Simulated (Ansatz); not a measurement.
Consider KNiF3 (Pm-3m).

The database entry behind the starting cell differs from later determinations by our own check (about 0.35 % short), so it need not match the best structure at ambient conditions.

```
K Ni F
1.0
     0.00000    0.00000   -4.00000
     0.00000   -4.00000    0.00000
    -4.00000    0.00000    0.00000
K Ni F
1 1 3
Direct
  0.00000 0.00000 0.00000
  0.50000 0.50000 0.50000
  0.50000 0.50000 0.00000
  0.00000 0.50000 0.50000
  0.50000 0.00000 0.50000
```

The cell and positions come from the Crystallography Open Database and are kept as given unless a step says otherwise. The program's search for lower electronic states was switched off, so nothing shows that the state found is the lowest. PAW set soft_2, made with PBE.

A constrained-RPA run (Ansatz 0.2.0; non-magnetic LDA; Ni d, bands v4 to c1, 4×4×4 mesh, medium accuracy) builds 5 functions on bands 2.4 eV wide, with 8.0 electrons in the window. The bare on-site interaction is 23.3 eV and the bare J 0.78 eV.

Q: What U and J survive the screening?

On the Ni d shell, U = 8.12 eV (35 % of the bare value), U′ = 6.83 eV, J = 0.65 eV.

The parent state is non-magnetic and the interaction static (zero frequency); U depends on the window and the orbitals, so it belongs to this model alone.

[Paths, hosts, dates, memory and timing lines, banners, echoed tables and standing remarks are left out of the program output.]

[Logs are printed without paths, hosts, clocks, repeated set-up lines and the standing remarks that a program may print on its own settings, such as how far it seeks lower states.]

[Runs of the session that timed out or met a known fault of the program may be left out.]

[Hosts, paths, dates, database ids (printed as entryN), source tags and the programs' standing remarks are cut or masked in the printed files.]
